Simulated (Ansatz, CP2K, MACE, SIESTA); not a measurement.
# Aqueous NH4+ and F-, 4.6 mol of salt per kg of water at 300 K (84 atoms): atom by atom

The starting structure: 24 H2O, 2 NH4+, 2 F- placed at random, at 1.08 g/cm³; overlaps pushed apart, then 10 ps at 420 K with Joung-Cheatham ions (J. Phys. Chem. B 112, 9020 (2008)); MMFF94 bonds, angles, torsions, charges and radii (Halgren, J. Comput. Chem. 17, 490 (1996)) in harmonic and 12-6 forms; SPC/E water (Berendsen, Grigera and Straatsma, J. Phys. Chem. 91, 6269 (1987)). Snapshot after 20 ps at 300 K and fixed volume. Then every atom was moved at random, 0.03 Å r.m.s. a Cartesian component (hydrogen 0.6 of that).

Geometry: the built cell with every atom moved at random. Computed with CP2K 2026.2: Kohn-Sham DFT, PBE, GTH-PBE pseudopotentials, Gaussian and plane waves, DZVP-MOLOPT-SR-GTH, orbital transformation; 450/40 Ry; Γ point; density 1.08 g/cm³.

Cell vectors (Å):

```
9.206 0.000 0.000
0.000 9.206 0.000
0.000 0.000 9.206
```

Positions (Å):

```
1 N 1.071 7.567 8.377
2 H 0.723 6.683 7.949
3 H 2.147 7.403 8.220
4 H 0.683 8.298 7.829
5 H 0.916 7.628 0.166
6 N 7.300 5.413 4.422
7 H 6.587 6.174 4.403
8 H 6.798 4.619 4.913
9 H 7.527 5.141 3.476
10 H 8.158 5.689 4.950
11 O 2.135 4.469 1.171
12 H 2.756 3.786 1.345
13 H 1.504 4.205 0.450
14 O 2.893 6.307 6.184
15 H 3.599 6.629 5.547
16 H 3.077 6.609 7.089
17 O 1.125 2.444 3.813
18 H 0.173 2.846 4.096
19 H 1.095 1.494 3.917
20 O 4.428 2.588 1.068
21 H 4.547 1.681 0.698
22 H 4.764 3.252 0.475
23 O 0.281 5.823 2.867
24 H 0.255 6.770 2.591
25 H 1.071 5.344 2.493
26 O 5.290 1.355 3.594
27 H 4.507 1.085 4.175
28 H 4.855 1.829 2.727
29 O 7.197 4.909 1.456
30 H 7.817 4.138 1.486
31 H 6.390 4.661 0.960
32 O 5.910 3.917 6.245
33 H 6.297 2.982 6.358
34 H 5.008 3.892 5.942
35 O 4.883 6.872 4.414
36 H 4.361 6.747 3.536
37 H 5.259 7.772 4.441
38 O 7.613 2.736 3.381
39 H 8.170 2.059 2.920
40 H 6.667 2.334 3.498
41 O 3.012 8.826 3.574
42 H 2.066 8.820 3.830
43 H 3.204 8.108 2.870
44 O 3.492 6.686 1.774
45 H 3.726 7.001 0.885
46 H 3.112 5.738 1.740
47 O 5.131 4.779 8.823
48 H 4.647 5.635 8.824
49 H 5.342 4.513 7.857
50 O 7.047 1.382 6.720
51 H 7.972 1.040 7.029
52 H 6.637 0.617 6.199
53 O 6.936 8.609 4.557
54 H 7.914 8.818 4.356
55 H 6.356 9.178 4.024
56 O 6.713 7.579 0.672
57 H 6.814 6.646 0.971
58 H 5.960 7.658 0.028
59 O 2.625 1.989 7.650
60 H 2.852 2.674 6.932
61 H 3.415 1.493 7.954
62 O 0.148 7.028 5.578
63 H 1.154 6.696 5.699
64 H 0.148 7.869 5.114
65 O 4.793 0.536 8.435
66 H 4.331 8.854 8.319
67 H 5.610 0.606 7.972
68 O 9.167 8.150 1.733
69 H 0.117 8.666 2.605
70 H 8.206 8.192 1.523
71 O 0.428 0.628 6.728
72 H 0.192 0.394 5.771
73 H 1.169 1.206 6.805
74 O 3.146 3.351 5.483
75 H 2.526 2.920 4.800
76 H 3.101 4.387 5.337
77 O 9.154 2.387 0.572
78 H 0.567 1.775 0.007
79 H 0.419 2.576 1.421
80 O 9.134 5.104 8.331
81 H 0.113 4.239 7.813
82 H 8.214 5.071 8.684
83 F 0.340 9.191 4.166
84 F 3.883 7.218 8.335
```

Q: Give the force and the charge of every atom.

Columns: atom, q, fx, fy, fz (forces in eV/Å, q the Hirshfeld charge in e).

```
1 -0.10 3.142 -2.619 -0.921
2 0.12 -0.793 0.022 0.761
3 0.12 -1.462 1.242 0.596
4 0.12 -0.319 1.808 -0.952
5 0.13 -0.686 0.170 1.028
6 -0.12 -0.985 -0.511 1.299
7 0.11 0.353 -0.030 0.004
8 0.11 0.546 0.634 -0.126
9 0.11 0.408 -0.040 -0.788
10 0.12 -0.155 0.471 -0.360
11 -0.21 -1.398 1.167 -0.411
12 0.13 1.141 -2.001 -0.158
13 0.14 0.568 0.182 0.527
14 -0.27 -0.749 -1.001 -1.626
15 0.10 -0.126 0.215 0.651
16 0.09 1.208 0.154 0.152
17 -0.26 -1.575 3.169 0.546
18 0.14 2.585 -1.491 -0.686
19 0.10 -0.688 -1.259 0.241
20 -0.26 -0.633 -1.556 2.297
21 0.12 0.064 0.515 -0.590
22 0.11 0.557 1.018 -1.185
23 -0.31 0.956 -1.274 0.211
24 0.08 0.294 -0.474 -0.544
25 0.10 -0.896 0.890 0.061
26 -0.21 -1.954 1.186 -1.350
27 0.15 0.767 0.429 -1.156
28 0.13 0.927 -1.185 2.019
29 -0.23 0.467 -0.004 -0.084
30 0.14 -0.708 0.503 -0.024
31 0.11 -0.039 -0.418 -0.239
32 -0.21 1.657 -0.462 0.863
33 0.13 -0.633 0.588 -0.105
34 0.13 -1.199 -0.866 -0.593
35 -0.21 -1.038 -0.991 -1.129
36 0.13 1.182 0.595 1.198
37 0.13 -0.138 -0.209 -0.226
38 -0.26 -0.595 -0.760 -0.282
39 0.13 -0.972 0.306 0.273
40 0.11 1.614 0.279 0.019
41 -0.31 0.508 -0.431 -0.708
42 0.10 0.117 -0.426 -0.294
43 0.10 -0.979 1.071 1.037
44 -0.25 -0.133 -0.997 1.551
45 0.11 -0.015 -0.222 -0.703
46 0.12 0.185 1.669 -0.796
47 -0.23 0.515 -0.748 -0.876
48 0.11 -0.052 -0.056 -0.527
49 0.12 -0.089 0.572 1.137
50 -0.25 -0.083 -1.360 0.435
51 0.12 -1.063 0.670 -0.745
52 0.13 1.082 0.909 0.224
53 -0.26 0.967 -0.395 0.474
54 0.11 -1.445 0.069 -0.075
55 0.10 0.358 0.805 -0.641
56 -0.27 -0.425 0.357 -0.262
57 0.11 -0.122 0.098 -0.300
58 0.12 0.762 -0.330 0.790
59 -0.31 -1.188 0.740 -0.223
60 0.09 0.197 -0.875 0.676
61 0.09 0.353 0.248 -0.363
62 -0.29 2.034 -2.331 1.806
63 0.11 -2.206 1.159 -0.631
64 0.08 0.684 0.278 -0.643
65 -0.22 -2.402 -0.463 1.395
66 0.12 0.830 0.117 -0.144
67 0.13 1.683 0.054 -1.065
68 -0.23 0.355 1.038 1.142
69 0.11 -0.304 -0.499 -1.182
70 0.12 -0.029 0.025 -0.141
71 -0.23 -2.640 -1.890 -0.266
72 0.11 1.008 0.652 0.852
73 0.11 2.002 1.251 0.080
74 -0.23 -0.078 2.291 -1.050
75 0.12 0.142 0.743 0.391
76 0.14 -0.445 -2.274 0.572
77 -0.27 1.207 -1.222 -0.849
78 0.15 -1.214 1.516 1.579
79 0.13 0.147 -0.418 -0.629
80 -0.22 0.474 -1.821 -1.123
81 0.17 -0.826 1.770 1.198
82 0.14 0.424 -0.235 -0.053
83 -0.16 -0.365 0.237 -0.340
84 -0.23 0.065 0.257 0.796
```

The network of contacts between molecules at the start is that of the classical potential that made the cell, and needn't be the one that DFT or experiment would give. The functional has no dispersion term, which matters for the binding between molecules or layers. Only the Γ point is sampled, in a cell whose shortest periodic width is 9 Å.

The r.m.s. force component is 0.990 eV/Å; the longest force, 4.19 eV/Å, acts on N1.

[Logs are printed without paths, hosts, clocks, repeated set-up lines and the standing remarks that a program may print on its own settings, such as how far it seeks lower states.]

[Hosts, paths, dates, database ids (printed as entryN), source tags and the programs' standing remarks are cut or masked in the printed files.]

[The MMFF94 radii named for the starting cell were scaled by 0.96; in molecules described by MMFF94, hydrogen bound to N, O or S took a small fixed 12-6 site in their place.]
